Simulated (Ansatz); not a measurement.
Consider TcCl2 (1T sheet).

The cell holds 3 atoms: 1 Tc and 2 Cl. Its edges and angles: a = 3.234 Å, b = 3.234 Å, c = 30.112 Å, α = 90.0°, β = 90.0°, γ = 120.0°. Vacuum lies along c.

```xyz
3
Lattice="-2.2870 0.0000 -2.2870 0.0000 2.2870 2.2870 17.3850 17.3850 -17.3850" Properties=species:S:1:pos:R:3
Tc    5.5298    5.5298   -5.5298
Cl    5.6515    7.9385   -5.6515
Cl    3.1212    5.4081   -5.4081
```

The structure was relaxed with PBEsol. The structure was generated from a model, not taken from a measurement. The runs that relaxed it are not among those shown. The program's search for lower electronic states was switched off, so nothing shows that the state found is the lowest. PAW set soft_2, made with PBE.

A constrained-RPA run (Ansatz 0.2.0; non-magnetic PBEsol; Tc d, bands v3 to c2, 6×6×1 mesh, medium accuracy) builds 5 functions on bands 5.1 eV wide, with 5.0 electrons in the window. The bare on-site interaction is 11.7 eV and the bare J 0.39 eV.

Question: What U and J survive the screening?

On the Tc d shell, U = 3.97 eV (34 % of the bare value), U′ = 3.35 eV, J = 0.29 eV.

The parent state is non-magnetic and the interaction static (zero frequency); U depends on the window and the orbitals, so it belongs to this model alone.

[Paths, hosts, dates, memory and timing lines, banners, echoed tables and standing remarks are left out of the program output.]

[Logs are printed without paths, hosts, clocks, repeated set-up lines and the standing remarks that a program may print on its own settings, such as how far it seeks lower states.]

[Runs of the session that timed out or met a known fault of the program may be left out.]

[Hosts, paths, dates, database ids (printed as entryN), source tags and the programs' standing remarks are cut or masked in the printed files.]
